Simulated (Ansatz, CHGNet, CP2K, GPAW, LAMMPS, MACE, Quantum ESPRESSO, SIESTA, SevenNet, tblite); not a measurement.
# Ga2O3 with crystalline order left by the classical run (95 atoms) in CP2K

Aim: run Ga2O3 with crystalline order left by the classical run (95 atoms) in CP2K and see how near its forces come to a plane-wave reference, and at what cost.

Main program and level: CP2K 2026.2; the method is named at each step.

**1. The starting structure**

The cell holds 95 atoms: 38 Ga and 57 O. Cell: a = 9.848 Å, b = 9.848 Å, c = 9.848 Å, α = 90.0°, β = 90.0°, γ = 90.0°. 95 atoms (38 Fe, 57 O) placed at random at 5.32 g/cm³, melted at 5000 K for 10 ps at fixed volume with the Morse and Coulomb pair potential with partial charges (Pedone, Malavasi, Menziani, Cormack and Segre, J. Phys. Chem. B 110, 11780 (2006)). Quenched from 5000 K to 300 K at 50 K/ps and fixed volume, held 5 ps, then minimised at fixed cell. Then Fe was replaced by Ga and the cell scaled by 1.003 (the potential has no terms for the new elements, so the cell is a start for a DFT relaxation).

The yardstick, on the same geometry:

* method: Kohn-Sham DFT, PBE, PAW, plane waves (Ansatz 0.2.0); cutoff 420 eV, Γ point, fermi-dirac smearing of 0.05 eV; PAW set soft_2
* r.m.s. force component: 0.3357 eV/Å
* longest force: 1.186 eV/Å
* pressure: -2.744 GPa
* gap (highest filled to lowest empty level): 0.9257 eV
* SCF cycles: 8
* time: 27 s on 4 threads of Arm Neoverse V1, shared host
* CPU time: 1.7 min

**2. PBE, DZVP-UZH, 800/50 Ry, diagonalisation**

Method: Kohn-Sham DFT, PBE, GTH-PBE pseudopotentials, Gaussian and plane waves, DZVP-MOLOPT (UZH set), diagonalisation.

input.inp

```
&GLOBAL
  PROJECT cell
  RUN_TYPE ENERGY_FORCE
  PRINT_LEVEL LOW
&END GLOBAL
&FORCE_EVAL
  METHOD QS
  STRESS_TENSOR ANALYTICAL
  &DFT
    BASIS_SET_FILE_NAME BASIS_MOLOPT_UZH
    POTENTIAL_FILE_NAME POTENTIAL_UZH
    &MGRID
      CUTOFF 800
      REL_CUTOFF 50
      NGRIDS 5
    &END MGRID
    &QS
      EPS_DEFAULT 1.0E-12
    &END QS
    &SCF
      SCF_GUESS ATOMIC
      EPS_SCF 1.0E-06
      MAX_SCF 200
      ADDED_MOS 14
      &DIAGONALIZATION
        ALGORITHM STANDARD
      &END DIAGONALIZATION
      &SMEAR ON
        METHOD FERMI_DIRAC
        ELECTRONIC_TEMPERATURE [K] 580
      &END SMEAR
      &MIXING
        METHOD BROYDEN_MIXING
        ALPHA 0.3
        NBROYDEN 8
      &END MIXING
      &PRINT
        &RESTART OFF
        &END RESTART
      &END PRINT
    &END SCF
    &XC
      &XC_FUNCTIONAL PBE
      &END XC_FUNCTIONAL
    &END XC
    &PRINT
      &MULLIKEN ON
      &END MULLIKEN
      &HIRSHFELD ON
        SHAPE_FUNCTION DENSITY
      &END HIRSHFELD
      &MO ON
        EIGENVALUES T
        OCCUPATION_NUMBERS T
        MO_INDEX_RANGE 407 430
        &EACH
          QS_SCF 0
        &END EACH
        ADD_LAST NUMERIC
      &END MO
    &END PRINT
  &END DFT
  &SUBSYS
    &CELL
      A 9.84786 0.00000 0.00000
      B 0.00000 9.84786 0.00000
      C 0.00000 0.00000 9.84786
    &END CELL
    &TOPOLOGY
      COORD_FILE_NAME structure.xyz
      COORD_FILE_FORMAT XYZ
    &END TOPOLOGY
    &KIND Ga
      BASIS_SET DZVP-MOLOPT-PBE-GTH-q13
      POTENTIAL GTH-PBE-q13
    &END KIND
    &KIND O
      BASIS_SET DZVP-MOLOPT-PBE-GTH-q6
      POTENTIAL GTH-PBE-q6
    &END KIND
  &END SUBSYS
  &PRINT
    &FORCES ON
    &END FORCES
    &STRESS_TENSOR ON
    &END STRESS_TENSOR
  &END PRINT
&END FORCE_EVAL
```

structure.xyz

```xyz
95

Ga 6.75435 2.88168 1.19110
Ga 2.24492 2.99001 7.29667
Ga 5.73106 7.10976 7.54277
Ga 9.34739 0.60879 6.56448
Ga 4.50264 1.04742 9.19672
Ga 7.48043 5.53735 9.44528
Ga 7.07037 5.99232 5.08100
Ga 0.86316 8.52795 4.66217
Ga 4.53976 1.24782 4.47467
Ga 2.50766 6.09514 2.02472
Ga 2.54538 2.37806 1.39200
Ga 0.98291 8.41894 9.75381
Ga 2.57167 9.27727 7.09075
Ga 1.21365 1.42282 4.28894
Ga 4.39825 7.92743 0.14220
Ga 2.28835 6.32528 7.97706
Ga 6.13266 6.65902 2.11827
Ga 0.86740 1.34985 9.05058
Ga 2.56497 9.31519 2.31700
Ga 1.70752 3.92063 3.64617
Ga 7.24990 9.00961 4.46266
Ga 0.41026 4.76774 9.81645
Ga 9.31312 4.03093 6.50303
Ga 7.55085 2.44207 4.47733
Ga 4.35689 7.87208 4.76843
Ga 3.91659 5.09715 5.70930
Ga 5.11025 4.06923 3.27865
Ga 0.72451 5.96869 5.20971
Ga 8.86130 4.40318 2.62800
Ga 9.25108 7.50673 7.33232
Ga 8.89055 7.81526 2.29071
Ga 7.49885 9.23207 9.46340
Ga 7.99971 2.53661 8.51761
Ga 5.94880 0.12950 6.82378
Ga 5.88114 0.15865 1.99646
Ga 5.73195 3.49776 7.03649
Ga 9.30879 1.01433 1.91925
Ga 4.46561 4.50224 9.67030
O 4.22582 6.92354 1.82658
O 5.30790 8.98115 8.40860
O 2.79492 5.54306 9.75352
O 7.27974 7.23414 3.60707
O 6.40160 3.69620 9.00104
O 7.19041 4.41056 3.91777
O 7.78877 9.68360 2.75720
O 7.63327 7.43149 8.34606
O 9.22380 1.61968 4.92974
O 3.01847 1.14925 3.28466
O 0.37668 9.38225 8.12370
O 8.82723 4.53523 8.30844
O 0.46433 6.65932 8.92610
O 0.56517 9.70516 3.16057
O 4.85913 3.33192 5.10868
O 9.10691 8.83885 0.67182
O 8.76391 6.03979 6.07190
O 8.99060 1.54986 0.00335
[... 35 atom lines left out ...]
O 3.83426 4.16200 7.54208
O 6.44917 1.11035 0.35068
O 1.72505 7.76169 1.47639
O 0.09227 7.04496 3.73933
```

Command:

```console
$ OMP_NUM_THREADS=1 mpirun -np 4 cp2k.psmp -i input.inp > output.txt
```

Numbers of over 12 decimals in the logs are rounded to 6 here.

Output:

```text
CP2K| version string:                                       CP2K version 2026.2
 CP2K| Input file name                                                 input.inp
 GLOBAL| Basis set file name                                    BASIS_MOLOPT_UZH
 GLOBAL| Potential file name                                       POTENTIAL_UZH
 GLOBAL| Run type                                                   ENERGY_FORCE
 GLOBAL| Total number of message passing processes                             4
 GLOBAL| Number of threads for this process                                    1
 TOTAL NUMBERS AND MAXIMUM NUMBERS
  Total number of            - Atomic kinds:                                   2
                             - Atoms:                                         95
                             - Shell sets:                                    95
                             - Shells:                                       551
                             - Primitive Cartesian functions:                513
                             - Cartesian basis functions:                   1938
                             - Spherical basis functions:                   1691
  Maximum angular momentum of- Orbital basis functions:                        3
                             - Local part of the GTH pseudopotential:          2
                             - Non-local part of the GTH pseudopotential:      4
 SCF PARAMETERS         Density guess:                                    ATOMIC
                        max_scf:                                             200
                        eps_scf:                                        1.00E-06
                        added MOs                                        14    0
                        Mixing method:                            BROYDEN_MIXING
                                                charge density mixing in g-space
                        Smear method:                                FERMI_DIRAC
                        Electronic temperature [K]:                        580.0
                        Electronic temperature [a.u.]:                  1.84E-03
                        Accuracy threshold:                             1.00E-10
 Extrapolation method: initial_guess
 Number of electrons:                                                        836
 Number of occupied orbitals:                                                418
 Number of molecular orbitals:                                               432
 Number of orbital functions:                                               1691
 Number of independent orbital functions:                                   1691
 SCF WAVEFUNCTION OPTIMIZATION
  Step     Update method      Time    Convergence         Total energy    Change
     1 NoMix/Diag. 0.30E+00   10.2     1.77819078     -3755.8950497621 -3.76E+03
     2 Broy./Diag. 0.30E+00   13.8     0.24653894     -3670.3448354582  8.56E+01
     3 Broy./Diag. 0.30E+00   13.8     0.11747141     -3740.9131982371 -7.06E+01
     4 Broy./Diag. 0.30E+00   13.9     0.04535449     -3751.0674070318 -1.02E+01
[...]
13 Broy./Diag. 0.30E+00   13.9     0.00000260     -3749.9365179016  7.86E-05
    14 Broy./Diag. 0.30E+00   13.9     0.00000044     -3749.9365359785 -1.81E-05
  *** SCF run converged in    14 steps ***
  Electronic density on regular grids:       -835.9999999999        0.0000000001
  Core density on regular grids:              835.9999999995       -0.0000000005
  Total charge density on r-space grids:       -0.0000000004
  Total charge density g-space grids:          -0.0000000004
  Overlap energy of the core charge distribution:               4.42191e-08
  Self energy of the core charge distribution:              -6065.042538
  Core Hamiltonian energy:                                   1795.351944
  Hartree energy:                                            1111.537436
  Exchange-correlation energy:                               -591.783361
  Electronic entropic energy:                                  -1.75938e-05
  Fermi energy:                                                 0.231315
  Total energy:                                             -3749.936536
  Total energy (extrapolated to T->0):                      -3749.936527
 MO| EIGENVALUES AND OCCUPATION NUMBERS
 MO|
 MO|  Index      Eigenvalue [a.u.]        Eigenvalue [eV]             Occupation
 MO|    407               0.195610               5.322826               2.000000
 MO|    408               0.196745               5.353697               2.000000
 MO|    409               0.198053               5.389290               2.000000
[...]
MO|    429               0.374086              10.179391               0.000000
 MO|    430               0.375951              10.230158               0.000000
 MO| Sum:                                                             836.000000
 MO| E(Fermi):            0.231315 a.u.          6.294392 eV
 !-----------------------------------------------------------------------------!
                     Mulliken Population Analysis
 #  Atom  Element  Kind  Atomic population                           Net charge
       1     Ga       1         11.977992                              1.022008
       2     Ga       1         11.792309                              1.207691
       3     Ga       1         11.881647                              1.118353
[...]
94     O        2          6.704485                             -0.704485
      95     O        2          6.676820                             -0.676820
 # Total charge                            836.000000                 -0.000000
 !-----------------------------------------------------------------------------!
 !-----------------------------------------------------------------------------!
                           Hirshfeld Charges
  #Atom  Element  Kind  Ref Charge     Population                    Net charge
      1       Ga     1      13.000         12.532                         0.468
      2       Ga     1      13.000         12.508                         0.492
      3       Ga     1      13.000         12.568                         0.432
[...]
94       O      2       6.000          6.315                        -0.315
     95       O      2       6.000          6.336                        -0.336
  Total Charge                                                           -0.000
 !-----------------------------------------------------------------------------!
 ENERGY| Total FORCE_EVAL ( QS ) energy [hartree]          -3749.936563
 FORCES| Atomic forces [hartree/bohr]
 FORCES|   Atom     x               y               z               |f|
 FORCES|      1  2.94100485E-04  2.18900681E-04  1.28543005E-02   1.28595277E-02
 FORCES|      2  8.18799128E-04  1.00367201E-02 -1.87096512E-02   2.12475229E-02
 FORCES|      3 -1.69721420E-03 -6.75312107E-03 -9.15282114E-03   1.15004050E-02
[...]
FORCES|     94  5.69486530E-03  5.70396326E-03  1.13256693E-02   1.39009882E-02
 FORCES|     95 -4.55133508E-04  1.31787945E-02 -1.44756160E-02   1.95814000E-02
 FORCES| Sum     5.93743945E-04  4.66885317E-03  7.64091534E-03
 FORCES| Total atomic force                                       8.97409099E-03
 STRESS| Analytical stress tensor [bar]
 STRESS|                        x                   y                   z
 STRESS|      x        5.93164567836E+03  -1.47404402192E+04  -4.29176645960E+04
 STRESS|      y       -1.47404402192E+04  -1.06368885578E+03   2.39496074306E+04
 STRESS|      z       -4.29176645960E+04   2.39496074306E+04  -1.07050268935E+04
 STRESS| 1/3 Trace                                            -1.94569002363E+03
```

Run time: 4.1 min. Hardware: 4 MPI ranks of Arm Neoverse V1, shared host; peak memory 7.4 GiB; 17 min of CPU time.

Banners, paths, timers and routine set-up lines are dropped from the logs unmarked, and long logs keep their key lines alone; longer cuts are marked.

Against the reference:

- r.m.s. force component: 0.3367 eV/Å
- r.m.s. difference of force components: 45.26 meV/Å
- longest difference of force vectors: 176.7 meV/Å
- force difference over r.m.s. force: 13.48 %
- slope of forces against the reference's: 0.9938
- correlation of force components: 0.991
- gap (highest filled to lowest empty level): 0.8628 eV
- gap difference: -0.0629 eV
- pressure: -0.1946 GPa
- pressure difference: 2.55 GPa

Length of the force difference by element (eV/Å):

```csv
element,atoms,mean,most
Ga,38,0.091,0.18
O,57,0.058,0.13
```

Levels nearest the highest filled one (eV from it): -0.52, -0.49, -0.46, -0.42, -0.39, -0.35, -0.32, -0.24, -0.14, -0.09, -0.03, 0.00, 0.86, 3.39, 3.49, 3.57, 3.68, 3.80, 3.91, 4.05, 4.12, 4.27, 4.33, 4.38.

A closer look about Ga20, which bears the longest force: 12 atoms, nearest first, numbered in the order of the input, with positions taken from that point.

```csv
atom,x,y,z,distance (Å),bonds,Hirshfeld charge (e),Fx,Fy,Fz (eV/Å)
Ga20,0.00,0.00,0.00,0.00,6,0.40,0.52,-0.16,1.13
O60,0.71,1.56,0.84,1.91,3,-0.30,0.13,0.41,-0.21
O78,-0.77,-1.43,-1.05,1.93,4,-0.30,0.16,-0.14,-0.37
O91,1.57,0.10,-1.14,1.94,4,-0.30,-0.16,0.19,-0.27
O87,-1.75,0.35,0.85,1.97,4,-0.29,-0.28,0.16,-0.35
O64,0.47,-1.09,1.64,2.03,3,-0.35,-0.09,-0.61,-0.06
O82,-0.88,1.13,-1.69,2.22,4,-0.30,-0.24,0.24,-0.51
Ga14,-0.49,-2.50,0.64,2.63,6,0.41,0.42,0.31,0.29
Ga28,-0.98,2.05,1.56,2.76,6,0.41,-0.05,-0.24,-0.13
Ga10,0.80,2.17,-1.62,2.83,5,0.51,0.25,-0.15,-0.83
Ga11,0.84,-1.54,-2.25,2.86,6,0.49,-0.40,0.36,0.09
Ga29,-2.69,0.48,-1.02,2.92,6,0.50,-0.37,-0.05,0.04
```

Forces lie 13 % from the reference's, at 9.7 times its CPU time.

Mean charges by element (e), by run and scheme:

```csv
run,scheme,Ga,O
reference,Löwdin,+1.00,-0.63
"CP2K PBE, DZVP-UZH, 800/50 Ry, diagonalisation",Mulliken,+1.12,-0.75
"CP2K PBE, DZVP-UZH, 800/50 Ry, diagonalisation",Hirshfeld,+0.46,-0.31
```

The reference's Löwdin charges lack the electrons that the projection spills, 0.026 e an atom on average.

**3. Results**

```json
{
 "force difference from the reference": "CP2K PBE, DZVP-UZH, 800/50 Ry, diagonalisation, 13 %",
 "its CPU time": "17 min"
}
```

**Reading.** The PBE run in local orbitals differs by 13 % (CP2K PBE, DZVP-UZH, 800/50 Ry, diagonalisation); basis, grid and potentials can all enter. At the same functional, the gap of CP2K PBE, DZVP-UZH, 800/50 Ry, diagonalisation lies 0.06 eV below the reference's 0.926 eV. In pressure, CP2K PBE, DZVP-UZH, 800/50 Ry, diagonalisation misses by +2.5 GPa, at the same functional. Charges hang on scheme and program or settings: among these rows the mean for Ga runs from +0.46 to +1.12 e. The quench rate of 50 K/ps is many orders above laboratory rates, so the cell is likely richer in defects and strain than a real sample. The network of bonds at the start is that of the classical potential that made the cell, and needn't be the one that DFT or experiment would give. The reference's pressure of -2.7 GPa belongs to a cell and atoms that aren't relaxed at this level. The electronic-structure runs sample only Γ, in a cell whose shortest periodic width is 10 Å.

[Also dropped from logs without a mark: logging warnings of Python, and SIESTA's first energy breakdown and zero terms.]

[Logs are printed without paths, hosts, clocks, repeated set-up lines and the standing remarks that a program may print on its own settings, such as how far it seeks lower states.]

[Hosts, paths, dates, database ids (printed as entryN), source tags and the programs' standing remarks are cut or masked in the printed files.]
